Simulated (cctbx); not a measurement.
**Lattice, Laue class and space group of a new crystal**

Cell: a = 11.1230 Å, b = 11.1230 Å, c = 11.1230 Å, α = 90.00°, β = 90.00°, γ = 90.00°. Expected content of the cell: Fe48 Al48 C16.

Simulated single-crystal data (cctbx): Mo Kα, λ = 0.71073 Å, to d = 0.8 Å, 50 % of the full sphere, strongest reflection 5000 counts, noise from counting, a 4 % proportional error and a noise floor of 2 counts (s.d.); no absorption, some extinction.

A first pass over the reflections prints:

```text
5578 reflections to d = 0.801 A
centring   violations  <I/sigma> of those
    A          0 of  2824      0.0
    B          0 of  2801      0.0
    C          0 of  2805      0.0
    I        502 of  2885      2.2
    R        601 of  3744      2.0
    F          0 of  4215      0.0
Laue class    unique    Rint  (classes that these axes allow; Friedel mates merged)
F m m m           389   0.042
F m -3            139   0.047
F m -3 m           99   0.047
space group    extra absences  I>4sigma  <I/sigma>
F 4 3 2                 0          0         -  acentric
F 41 3 2               13          0      -0.1  acentric
F -4 3 m                0          0         -  acentric
F m -3 m                0          0         -  centric
F d -3 m :1           109          0      -0.0  centric
F d -3 m :2           109          0      -0.0  centric
Wilson B = 2.12 A^2   <|E^2-1|> = 0.711 (0.968 centric, 0.736 acentric)   E^2>4: 0.0 %
shell (A)         n   <I/sigma>
 6.42 - 1.60     19     39.1
 1.60 - 1.27     15     27.2
 1.27 - 1.11     12     39.1
 1.11 - 1.01     10     19.1
 1.01 - 0.94     13     34.0
 0.94 - 0.88      9     24.8
 0.88 - 0.84     11     22.2
 0.84 - 0.80     10     25.8
```

Q: Read the symmetry from these tables.

The reflections that A, B, C and F centring forbids are absent (⟨I/σ⟩ near 0), so the lattice is F. F holds A, B and C together.

Rint stays low (0.042 to 0.047) up to F m -3 m, the highest class in these axes.

6 settings pass the absence test. The most absences obeyed, 109, belong to F d -3 m alone.

⟨|E²−1|⟩ = 0.711 leans to a non-centrosymmetric structure. Here that hint misleads: the statistic assumes many like atoms on general positions, and few, heavy or special-position atoms break it. The Wilson B of 2.12 Å² means U ≈ 0.0269 Å².

The true group is Fd-3m (no. 227, origin choice 1), Laue class m-3m, centrosymmetric. The tables fix it.

This is a model crystal, built by substitution and not relaxed, with assumed displacement parameters.

[Logs are printed without paths, hosts, clocks, repeated set-up lines and the standing remarks that a program may print on its own settings, such as how far it seeks lower states.]
